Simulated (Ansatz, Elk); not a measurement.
# CuGe: X-ray structure factors from the self-consistent density, part 2 of 2

Structure refinements treat a crystal as free atoms side by side. For a made-up structure of CuGe (cell and positions from a PBEsol relaxation) the runs below show what the calculated density changes in F(hkl).

Elk 11.2.3 (patched build); all-electron DFT.

So far: The starting structure; Ground state and structure factors; The highest occupied states alone.

The structure was built from a prototype and need not be the compound's stable phase.

## (4) Another functional

Level of this step: DFT, LDA (Perdew-Wang), all-electron APW+lo, Dirac cores, scalar-relativistic bands, static density, no spin (Elk).

The difference from free atoms is small, so it is set against the change that LDA (Perdew-Wang) makes.

Contents of elk.in:

```
tasks
  0
  195

xctype
  3

spinpol
  .false.

rgkmax
  7.0

gmaxvr
  14.0

lmaxo
  7

lmaxapw
  8

swidth
  0.002

tshift
  .false.

ramdisk
  .false.

hmaxvr
  5.5

maxscl
  120

epspot
  1e-06

sppath
  './'

avec
  5.80458219997 0.00000000000 -0.00000000000
  0.00000000000 5.80458219997 0.00000000000
  -0.00000000000 0.00000000000 5.80458219997

atoms
  2
  'Ge.in'
  1
  0.5000000000 0.5000000000 0.5000000000   0.000000 0.000000 0.000000
  'Cu.in'
  1
  -0.0000000000 0.0000000000 -0.0000000000   0.000000 0.000000 0.000000

ngridk
  7 7 7
```

Command:

```bash
$ OMP_NUM_THREADS=4 elk
```

Numbers of over 12 decimals in the logs are rounded to 6 here.

Log:

```text
┌─────────────────────────┐
│ Elk code version 11.2.3 │
└─────────────────────────┘

All units are atomic (Hartree, Bohr, etc.)

┌─────────────────────────────────────────────────┐
│ Ground-state run starting from atomic densities │
└─────────────────────────────────────────────────┘

Lattice vectors :
   5.804582200       0.000000000      -0.000000000
   0.000000000       5.804582200       0.000000000
  -0.000000000       0.000000000       5.804582200

Reciprocal lattice vectors :
   1.082452637      -0.000000000       0.000000000
[...]
species : 1 (Ge)
   atom 1                    :    30.53742024     (  0.3407769758E-03)
  species : 2 (Cu)
   atom 1                    :    28.22186413     (  0.1635131739E-03)
 total in muffin-tins        :    58.75928437
 total calculated charge     :    60.99935465
 total charge                :    61.00000000
 error                       :   0.6453505082E-03

┌──────────────────────────────┐
│ Self-consistent loop stopped │
└──────────────────────────────┘

Warning : core states of species 1 leak from the muffin-tin :   0.3407769758E-03

Warning : core states of species 2 leak from the muffin-tin :   0.1635131739E-03

Wrote STATE.OUT
[key lines of the parts left out:]
total energy                :     -3748.6429021743
```

Run time: 3.8 s. Hardware: 4 threads of Arm Neoverse V1, shared host; peak memory 0.16 GiB.

Against the first run R = 0.06 %; the largest change is -0.033 at 211.

## (5) Basis size

A smaller basis shows how fast F responds to it; the change is likely larger than the basis error of the first run, but doesn't show convergence.

elk.in, as its differences from that of step 4:

```diff
@@ -5,3 +5,3 @@
 xctype
-  3
+  20
 
@@ -11,3 +11,3 @@
 rgkmax
-  7.0
+  5.5
```

Command:

```bash
$ OMP_NUM_THREADS=4 elk
```

Log:

```text
┌─────────────────────────┐
│ Elk code version 11.2.3 │
└─────────────────────────┘

All units are atomic (Hartree, Bohr, etc.)

┌─────────────────────────────────────────────────┐
│ Ground-state run starting from atomic densities │
└─────────────────────────────────────────────────┘

Lattice vectors :
   5.804582200       0.000000000      -0.000000000
   0.000000000       5.804582200       0.000000000
  -0.000000000       0.000000000       5.804582200

Reciprocal lattice vectors :
   1.082452637      -0.000000000       0.000000000
[...]
species : 1 (Ge)
   atom 1                    :    30.50851847     (  0.3377796185E-03)
  species : 2 (Cu)
   atom 1                    :    28.16116551     (  0.1592001224E-03)
 total in muffin-tins        :    58.66968398
 total calculated charge     :    60.99900282
 total charge                :    61.00000000
 error                       :   0.9971795704E-03

┌──────────────────────────────┐
│ Self-consistent loop stopped │
└──────────────────────────────┘

Warning : core states of species 1 leak from the muffin-tin :   0.3377796185E-03

Warning : core states of species 2 leak from the muffin-tin :   0.1592001224E-03

Wrote STATE.OUT
[key lines of the parts left out:]
total energy                :     -3754.0425310908
```

Run time: 6.5 s. Hardware: 4 threads; peak memory 0.16 GiB.

Against the first run R = 0.03 %; the largest change is +0.038 at 200.

## (6) A coarser k-mesh

About half the k-points along each axis test the sampling.

elk.in, as its differences from that of step 5:

```diff
@@ -11,3 +11,3 @@
 rgkmax
-  5.5
+  7.0
 
@@ -58,2 +58,2 @@
 ngridk
-  7 7 7
+  4 4 4
```

Command:

```bash
$ OMP_NUM_THREADS=4 elk
```

Log:

```text
┌─────────────────────────┐
│ Elk code version 11.2.3 │
└─────────────────────────┘

All units are atomic (Hartree, Bohr, etc.)

┌─────────────────────────────────────────────────┐
│ Ground-state run starting from atomic densities │
└─────────────────────────────────────────────────┘

Lattice vectors :
   5.804582200       0.000000000      -0.000000000
   0.000000000       5.804582200       0.000000000
  -0.000000000       0.000000000       5.804582200

Reciprocal lattice vectors :
   1.082452637      -0.000000000       0.000000000
[...]
species : 1 (Ge)
   atom 1                    :    30.49497135     (  0.3341508107E-03)
  species : 2 (Cu)
   atom 1                    :    28.22415428     (  0.1586742371E-03)
 total in muffin-tins        :    58.71912562
 total calculated charge     :    60.99939164
 total charge                :    61.00000000
 error                       :   0.6083556651E-03

┌──────────────────────────────┐
│ Self-consistent loop stopped │
└──────────────────────────────┘

Warning : core states of species 1 leak from the muffin-tin :   0.3341508107E-03

Warning : core states of species 2 leak from the muffin-tin :   0.1586742371E-03

Wrote STATE.OUT
[key lines of the parts left out:]
total energy                :     -3754.0957376571
```

The job ended after 5.8 s (4 threads; peak memory 0.16 GiB).

Against the first run R = 0.03 %; the largest change is -0.019 at 100.

## (7) Settings against the effect

```tsv
run	R against the first run (%)	R against neutral atoms, low angle (%)	wall time
PBE, rgkmax 7	0.00	1.36	6.6 s
LDA (Perdew-Wang)	0.06	1.37	3.8 s
rgkmax 5.5	0.03	1.39	6.5 s
k-mesh 4×4×4	0.03	1.37	5.8 s
```

## (8) What came out

```yaml
r_against_neutral_atoms_sin_theta_lambda_0p3_a_minus1: 1.36 %
r_against_neutral_atoms_0p3_to_0p81_a_minus1: 0.40 %
```

What this shows: Independent neutral atoms miss the calculated amplitudes by R = 1.36 % below 0.3 Å⁻¹ and 0.40 % from there to 0.81 Å⁻¹; by shells, 1.36 % 0.15 to 0.3 (3 forms), 0.43 % 0.3 to 0.45 (3 forms), 0.40 % above 0.45 (20 forms). Bonding, aspherical density and the tables' own atoms all enter these figures, and the runs don't part them. The largest change of an amplitude is -0.42 electrons, at 110. The window's part falls from 14.3 electrons at the origin to at most 2.47 between 0.45 and 0.81 Å⁻¹, where compact states inside the window still scatter. Below 0.3 Å⁻¹ the changes that finished (LDA (Perdew-Wang), rgkmax 5.5 and k-mesh 4×4×4) move F by R = 0.04 % at most, against the 1.36 % that separates it from free atoms. These runs have no spin, though d or f shells may be open. Part of the difference isn't bonding: the tables are fits to free atoms and ions calculated by other methods than this functional. Thermal motion, anomalous dispersion and extinction are left out.

[Logs are printed without paths, hosts, clocks, repeated set-up lines and the standing remarks that a program may print on its own settings, such as how far it seeks lower states.]

[Hosts, paths, dates, database ids (printed as entryN), source tags and the programs' standing remarks are cut or masked in the printed files.]
